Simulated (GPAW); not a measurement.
## BaMg2Sb2 (P-3m1): G0W0 on several meshes in GPAW

Wanted: mesh dependence and cost of G0W0 for BaMg2Sb2 (P-3m1).

Calculated with GPAW 26.7.0; LDA and many-body steps on it, plane waves.

## Step 1: Starting point

It takes space group P-3m1 (No. 164, trigonal). The conventional cell has a = 4.770 Å, b = 4.770 Å, c = 8.100 Å, α = 90.00°, β = 90.00°, γ = 120.00°. Nearest to Ba lie 6 Sb at 3.51 Å. Mg has 4 Sb at 2.89 Å nearest. Nearest to Sb lie 4 Mg at 2.89 Å and 3 Ba at 3.51 Å. Farther neighbours are not listed.

Coordinates:

```xyz
5
Lattice="4.7700 0.0000 0.0000 -2.3850 4.1309 0.0000 0.0000 0.0000 8.1000" Properties=species:S:1:pos:R:3 pbc="T T T"
Ba    0.0000    0.0000    0.0000
Mg    0.0000    2.7540    5.0601
Mg    2.3850    1.3770    3.0399
Sb    0.0000    2.7540    2.1708
Sb    2.3850    1.3770    5.9292
```

The cell and positions come from the Crystallography Open Database and are kept as given unless a step says otherwise. Spin-orbit coupling is left out unless a step names it.

## Step 2: Empty states on the mesh, 3×3×2 mesh, 269 bands

This step: GPAW 26.7.0; DFT, LDA, plane waves, PAW.

The sums over transitions need many empty states on a uniform mesh; this step solves for them.

run.py reads:

```python
import json
import numpy as np
from gpaw.mpi import world
from gpaw import GPAW

calc = GPAW('gs.gpw').fixed_density(kpts={'size': (3, 3, 2), 'gamma': True},
    parallel={'domain': 1, 'band': 1},
    txt='nscf.txt')
calc.diagonalize_full_hamiltonian(nbands=269)
calc.write('full.gpw', mode='all')
res = {}
kpts = calc.get_ibz_k_points()
res['kpts'] = kpts
res['eigenvalues'] = [calc.get_eigenvalues(kpt=k) for k in range(len(kpts))]
res['n_electrons'] = calc.get_number_of_electrons()

if world.rank == 0:
    with open('result.json', 'w') as f:
        json.dump(res, f, default=lambda x: x.tolist())
```

Launch:

```sh
> mpirun -n 4 gpaw python run.py
```

Numbers of over 12 decimals in the logs are rounded to 6 here.

Log:

```text
Diagonalizing LCAO Hamiltonian
Converting LCAO to pw mode
convergence criteria:
- Maximum integral of absolute [eigenst]ate change: 4e-08 eV^2 / valence electron
maximum number of iterations: 100

SCF iterations
|iter     |     time |      energy | eigst |  dens |
|iter:   1|  |             | +1.31 |       |
|iter:   2|  |             | +0.70 |       |
|iter:   3|  |             | +0.23 |       |
[...]
|iter:  48|  |             | -4.94 |       |
|iter:  49|  |             | -4.86 |       |
[... further lines of this kind ...]
|iter:  81|  |             | -7.45c|       |
SCF steps: 81
  __  _  _
 | _ |_)|_||  |
 |__||  | ||/\| - 26.7.0

Input parameters:
  mode=PW(ecut=450.000000),
  convergence={'density': 1e-06, 'bands': -3},
  gpts=array([24, 24, 40]),
  kpts=MonkhorstPack(size=(3, 3, 2), gamma=True),
  maxiter=100,
  nbands=38,
  occupations=Occupations(name='fermi-dirac', width=0.001, fixmagmom=False),
  parallel={'domain': 1, 'band': 1},
  xc=XC(name='LDA')
Matrix size: 3467x3467
# Writing to full.gpw (mode='all')
  [... matrices ...]

timing:  # [seconds]
  Total: 113.844  # ━━━━━━━━━━━━━━━━━━━━━━━━━━━━━━━━━━━━━━━━━━━━━━━━━━━━━━━━━
```

Run time: 2.6 min. Hardware: 4 MPI ranks of Arm Neoverse N1, shared host; peak memory 4.1 GiB.

This step gave:

```yaml
gap: 1.039 eV
k_of_the_valence_top: 0, 0, 0
k_of_the_conduction_bottom: 0.3333, 0, 0
least_direct_gap: 1.427 eV
k_points_computed: 6
lowest_point_of_the_top_converged_band_above_the_valence_top: 67.8748 eV
```

On this mesh the gap is 1.039 eV.

## Step 3: 3×3×2

Now the one-shot GW correction: screening in the RPA, then the self-energy of the levels asked for.

This step: G0W0 on LDA, plane waves, PAW.

run.py reads:

```python
import json
import numpy as np
from gpaw.mpi import world
from gpaw.response.g0w0 import G0W0

gw = G0W0('full.gpw',
    filename='gw',
    kpts=[0, 2],
    bands=(28, 32),
    ecut=48,
    nbands=120,
    integrate_gamma='WS',
    ppa=True)
gw.calculate()
res = {mode: {k: v for k, v in r.items() if k != 'sigma_eskwn'}
       for mode, r in gw.all_results.items()}

if world.rank == 0:
    with open('result.json', 'w') as f:
        json.dump(res, f, default=lambda x: x.tolist())
```

Launch:

```sh
> mpirun -n 4 gpaw python run.py
```

Log:

```text
Using integrator: PointIntegrator
FrequencyGridDescriptor(from 0.000+0.000j to 0.000+27.211j eV, 2 points)
Nonperiodic BCs:  [False False False]
Using integrator: PointIntegrator
FrequencyGridDescriptor(from 0.000+0.000j to 0.000+27.211j eV, 2 points)
Nonperiodic BCs:  [False False False]
  ___  _ _ _
 |   || | | |
 | | || | | |
 |__ ||_____|
 |___|

BZ k-points: Symmetries present (total): 12

  [... matrices ...]
18 k-points: 3 x 3 x 2 Monkhorst-Pack grid + [0.000000,0.000000,1/4]
6 k-points in the irreducible part of the Brillouin zone
       k-points in crystal coordinates                weights
   0:     0.00000000    0.00000000    0.00000000          1/18
   1:     0.00000000    0.00000000    0.50000000          1/18
   2:     0.33333333    0.00000000    0.00000000          6/18
   3:     0.33333333    0.00000000    0.50000000          6/18
   4:     0.33333333    0.33333333    0.00000000          2/18
   5:     0.33333333    0.33333333    0.50000000          2/18

Distributing spins, k-points and bands (1 x 2 x 4) over 4 processes
Number of blocks: 1

Quasi particle states:
k-points (IBZ indices): [0, 2]
Band range: (28, 32)
  [... matrices ...]
Computational parameters:
Plane wave cut-off: 48 eV
Number of bands: 120
Coulomb cutoff: None
Broadening: 0.1 eV

fxc modes: GW
Kernel: RPA
Using Godby-Needs plasmon-pole approximation:
  Fitting energy: i*E0, E0 = 1.000 Hartree
Summing all q:

Calculating screened Coulomb potential
No Coulomb truncation
FrequencyGridDescriptor(from 0.000+0.000j to 0.000+27.211j eV, 2 points)
Removing empty qpoint cache files...

Calculating chi0 body with:
    Ground state adapter containing:
    Number of spins: 1
    Number of kpoints: 18
    Number of irreducible kpoints: 6
    Number of completely occupied states: 30
    Number of partially occupied states: 30
    Occupied states memory: 10.546875 M / cpu

    Linear response parametrization:
    q_c: [0.0, 0.0, 0.0]
    Number of frequency points: 2
    Planewave cutoff: 48.0
    Number of bands: 120
    Number of planewaves: 135
    Broadening (eta): 1e-06
    comm.size: 4
    kncomm.size: 4
    blockcomm.size: 1

    Memory estimate of potentially large arrays:
        chi0_wGG: 0.556183 M / cpu
Integrating chi0 body.

Symmetries of q_c:
    Direct symmetries (Uq -> q): 12
    Indirect symmetries (TUq -> q): 0
In total 12 allowed symmetries.

  [... matrices ...]
6 groups of equivalent kpoints. 66.666667% reduction.

Integral kind: response function
Integrating chi0 head and wings.

Symmetries of q_c:
    Direct symmetries (Uq -> q): 12
    Indirect symmetries (TUq -> q): 0
In total 12 allowed symmetries.

  [... matrices ...]
6 groups of equivalent kpoints. 66.666667% reduction.

Integral kind: response function wings

Calculating chi0 body with:
    Ground state adapter containing:
    Number of spins: 1
    Number of kpoints: 18
    Number of irreducible kpoints: 6
    Number of completely occupied states: 30
    Number of partially occupied states: 30
    Occupied states memory: 10.546875 M / cpu

[... the further q-points ...]

Results:
f:      Occupation numbers
eps:     KS-eigenvalues [eV]
vxc:     KS vxc [eV]
exx:     Exact exchange [eV]
sigma:   Self-energies [eV]
dsigma:  Self-energy derivatives
Z:       Renormalization factors
qp:      QP-energies [eV]

k-point 0 (0): (0.000, 0.000, 0.000)                GW
band       f     eps     vxc     exx   sigma  dsigma       Z      qp
                                                                   GW
  28   1.000   4.617 -12.707 -13.993   1.399  -0.273   0.786   4.706
  29   1.000   4.617 -12.707 -13.993   1.399  -0.273   0.786   4.706
  30   0.000   6.044 -11.039  -6.734  -3.361  -0.258   0.795   6.795
  31   0.000   6.093 -10.601  -6.523  -3.292  -0.266   0.790   6.713

k-point 1 (2): (0.333, 0.000, 0.000)                GW
band       f     eps     vxc     exx   sigma  dsigma       Z      qp
                                                                   GW
  28   1.000   3.607 -11.829 -13.170   1.370  -0.280   0.782   3.630
  29   1.000   3.772 -12.014 -13.483   1.471  -0.279   0.782   3.773
  30   0.000   5.656  -9.331  -5.388  -3.362  -0.260   0.794   6.117
  31   0.000   7.175 -10.445  -5.979  -3.628  -0.266   0.790   7.837
```

The job ended after 44 s (4 MPI ranks; peak memory 1.7 GiB).

Numbers from this step:

```yaml
g0w0_gap_on_the_points_computed: 1.412 eV
least_direct_g0w0_gap_on_the_computed_points: 2.007 eV
z_at_the_valence_top: 0.7856
z_at_the_conduction_bottom: 0.7935
starting_gap_on_the_mesh: 1.039 eV
k_of_the_valence_top: 0, 0, 0
k_of_the_conduction_bottom: 0.3333, 0, 0
```

The gap on the mesh goes from 1.04 eV to 1.41 eV, a correction of +0.37 eV.

## Step 4: Empty states on the mesh, 3×3×1 mesh, 130 bands

This step: DFT, LDA, plane waves, PAW.

run.py reads:

```python
import json
import numpy as np
from gpaw.mpi import world
from gpaw import GPAW

calc = GPAW('gs.gpw').fixed_density(kpts={'size': (3, 3, 1), 'gamma': True},
    nbands=151,
    convergence={'bands': 130},
    txt='nscf.txt')
calc.write('full.gpw', mode='all')
res = {}
kpts = calc.get_ibz_k_points()
res['kpts'] = kpts
res['eigenvalues'] = [calc.get_eigenvalues(kpt=k) for k in range(len(kpts))]
res['n_electrons'] = calc.get_number_of_electrons()

if world.rank == 0:
    with open('result.json', 'w') as f:
        json.dump(res, f, default=lambda x: x.tolist())
```

Launch:

```sh
> mpirun -n 4 gpaw python run.py
```

Log:

```text
Diagonalizing LCAO Hamiltonian
Converting LCAO to pw mode
convergence criteria:
- Maximum integral of absolute [eigenst]ate change: 4e-08 eV^2 / valence electron
maximum number of iterations: 100

SCF iterations
|iter     |     time |      energy | eigst |  dens |
|iter:   1|  |             | +3.79 |       |
|iter:   2|  |             | +2.53 |       |
|iter:   3|  |             | +1.60 |       |
[...]
|iter:  16|  |             | -7.05 |       |
|iter:  17|  |             | -7.30 |       |
|iter:  18|  |             | -7.71c|       |
SCF steps: 18
  __  _  _
 | _ |_)|_||  |
 |__||  | ||/\| - 26.7.0

Input parameters:
  mode=PW(ecut=450.000000),
  convergence={'bands': 130},
  gpts=array([24, 24, 40]),
  kpts=MonkhorstPack(size=(3, 3, 1), gamma=True),
  maxiter=100,
  nbands=151,
  occupations=Occupations(name='fermi-dirac', width=0.001, fixmagmom=False),
  parallel={},
  xc=XC(name='LDA')
# Writing to full.gpw (mode='all')
  [... matrices ...]

timing:  # [seconds]
  Total: 0.093  # ━━━━━━━━━━━━━━━━━━━━━━━━━━━━━━━━━━━━━━━━━━━━━━━━━━━━━━━━━━━
```

It took 32 s on 4 MPI ranks; peak memory 0.76 GiB.

Numbers from this step:

- gap: 1.039 eV
- k of the valence top: 0, 0, 0
- k of the conduction bottom: 0.3333, 0, 0
- least direct gap: 1.427 eV
- k points computed: 3
- lowest point of the top converged band, above the valence top: 35.52 eV

On this mesh the gap is 1.039 eV.

## Step 5: 3×3×1

This step: G0W0 on LDA, plane waves, PAW.

run.py reads:

```python
import json
import numpy as np
from gpaw.mpi import world
from gpaw.response.g0w0 import G0W0

gw = G0W0('full.gpw',
    filename='gw',
    kpts=[0, 1],
    bands=(28, 32),
    ecut=48,
    nbands=120,
    integrate_gamma='WS',
    ppa=True)
gw.calculate()
res = {mode: {k: v for k, v in r.items() if k != 'sigma_eskwn'}
       for mode, r in gw.all_results.items()}

if world.rank == 0:
    with open('result.json', 'w') as f:
        json.dump(res, f, default=lambda x: x.tolist())
```

Launch:

```sh
> mpirun -n 4 gpaw python run.py
```

Log:

```text
Using integrator: PointIntegrator
FrequencyGridDescriptor(from 0.000+0.000j to 0.000+27.211j eV, 2 points)
Nonperiodic BCs:  [False False False]
Using integrator: PointIntegrator
FrequencyGridDescriptor(from 0.000+0.000j to 0.000+27.211j eV, 2 points)
Nonperiodic BCs:  [False False False]
  ___  _ _ _
 |   || | | |
 | | || | | |
 |__ ||_____|
 |___|

BZ k-points: Symmetries present (total): 12

  [... matrices ...]
9 k-points: 3 x 3 x 1 Monkhorst-Pack grid
3 k-points in the irreducible part of the Brillouin zone
       k-points in crystal coordinates                weights
   0:     0.00000000    0.00000000    0.00000000          1/9
   1:     0.33333333    0.00000000    0.00000000          6/9
   2:     0.33333333    0.33333333    0.00000000          2/9

Distributing spins, k-points and bands (1 x 2 x 4) over 4 processes
Number of blocks: 1

Quasi particle states:
k-points (IBZ indices): [0, 1]
Band range: (28, 32)
  [... matrices ...]
Computational parameters:
Plane wave cut-off: 48 eV
Number of bands: 120
Coulomb cutoff: None
Broadening: 0.1 eV

fxc modes: GW
Kernel: RPA
Using Godby-Needs plasmon-pole approximation:
  Fitting energy: i*E0, E0 = 1.000 Hartree
Summing all q:

Calculating screened Coulomb potential
No Coulomb truncation
FrequencyGridDescriptor(from 0.000+0.000j to 0.000+27.211j eV, 2 points)
Removing empty qpoint cache files...

Calculating chi0 body with:
    Ground state adapter containing:
    Number of spins: 1
    Number of kpoints: 9
    Number of irreducible kpoints: 3
    Number of completely occupied states: 30
    Number of partially occupied states: 30
    Occupied states memory: 10.546875 M / cpu

    Linear response parametrization:
    q_c: [0.0, 0.0, 0.0]
    Number of frequency points: 2
    Planewave cutoff: 48.0
    Number of bands: 120
    Number of planewaves: 135
    Broadening (eta): 1e-06
    comm.size: 4
    kncomm.size: 4
    blockcomm.size: 1

    Memory estimate of potentially large arrays:
        chi0_wGG: 0.556183 M / cpu
Integrating chi0 body.

Symmetries of q_c:
    Direct symmetries (Uq -> q): 12
    Indirect symmetries (TUq -> q): 0
In total 12 allowed symmetries.

  [... matrices ...]
3 groups of equivalent kpoints. 66.666667% reduction.

Integral kind: response function
Integrating chi0 head and wings.

Symmetries of q_c:
    Direct symmetries (Uq -> q): 12
    Indirect symmetries (TUq -> q): 0
In total 12 allowed symmetries.

  [... matrices ...]
3 groups of equivalent kpoints. 66.666667% reduction.

Integral kind: response function wings

Calculating chi0 body with:
    Ground state adapter containing:
    Number of spins: 1
    Number of kpoints: 9
    Number of irreducible kpoints: 3
    Number of completely occupied states: 30
    Number of partially occupied states: 30
    Occupied states memory: 10.546875 M / cpu

[... the further q-points ...]

Results:
f:      Occupation numbers
eps:     KS-eigenvalues [eV]
vxc:     KS vxc [eV]
exx:     Exact exchange [eV]
sigma:   Self-energies [eV]
dsigma:  Self-energy derivatives
Z:       Renormalization factors
qp:      QP-energies [eV]

k-point 0 (0): (0.000, 0.000, 0.000)                GW
band       f     eps     vxc     exx   sigma  dsigma       Z      qp
                                                                   GW
  28   1.000   4.617 -12.707 -14.031   1.481  -0.277   0.783   4.739
  29   1.000   4.617 -12.707 -14.031   1.481  -0.277   0.783   4.739
  30   0.000   6.044 -11.039  -6.542  -3.582  -0.267   0.789   6.766
[...]
k-point 1 (1): (0.333, 0.000, 0.000)                GW
band       f     eps     vxc     exx   sigma  dsigma       Z      qp
                                                                   GW
[...]
30   0.000   5.656  -9.331  -5.363  -3.409  -0.264   0.791   6.098
  31   0.000   7.175 -10.445  -5.896  -3.735  -0.271   0.787   7.815
```

Wall time 21 s (4 MPI ranks); peak memory 1.5 GiB.

Numbers from this step:

```
G0W0 gap on the points computed              : 1.358 eV
least direct G0W0 gap on the computed points : 1.933 eV
Z at the valence top                         : 0.7831
Z at the conduction bottom                   : 0.7910
starting gap on the mesh                     : 1.039 eV
k of the valence top                         : 0, 0, 0
k of the conduction bottom                   : 0.3333, 0, 0
```

Against G0W0 in GPAW (3×3×2 mesh, 120 bands, screening to 48 eV, Godby-Needs plasmon pole), the gap moves by −0.053 eV.

## Step 6: Side by side

Times are wall times on 4 MPI ranks of Arm Neoverse N1, shared host, good to a factor of about two.

```
  run   mesh  bands  screening cutoff (eV)  DFT gap (eV)  gap on the mesh (eV)  direct (eV)  time
3×3×2  3×3×2    120                     48         1.039                 1.412        2.007  44 s
3×3×1  3×3×1    120                     48         1.039                 1.358        1.933  21 s
```

## Step 7: What came out

- 3×3×2: 1.412 eV
- 3×3×1: 1.358 eV
- known limits: not at the basis limit; no spin-orbit coupling; coarse k mesh

In words: 3×3×1: −0.053 eV against 3×3×2. Bands and cutoff are finite, so the gap is not at the basis limit. The miss can reach some tenths of an eV and take either sign; the mesh is an error of its own. These stock PAW sets were not made for GW. In the G0W0 runs levels were corrected at 2 k points alone, so a gap called «on the mesh» is the least over those, and an edge elsewhere would be missed. A denser mesh or path gives a starting gap of 0.78 eV: the GW mesh misses a band edge, so its gaps are not the fundamental one. The 3×3×2 mesh is coarse for this cell, which bears on the long-range parts of exchange and screening. Mesh or cutoff lie under what a gap needs, so these runs test behaviour and cost; their gaps are not to be quoted. The many-body steps are scalar-relativistic: spin-orbit coupling is not in them.

[Paths, hosts, dates, memory and timing lines, banners, echoed tables and standing remarks are left out of the program output.]

[Logs are printed without paths, hosts, clocks, repeated set-up lines and the standing remarks that a program may print on its own settings, such as how far it seeks lower states.]

[Runs of the session that timed out or met a known fault of the program may be left out.]

[Hosts, paths, dates, database ids (printed as entryN), source tags and the programs' standing remarks are cut or masked in the printed files.]
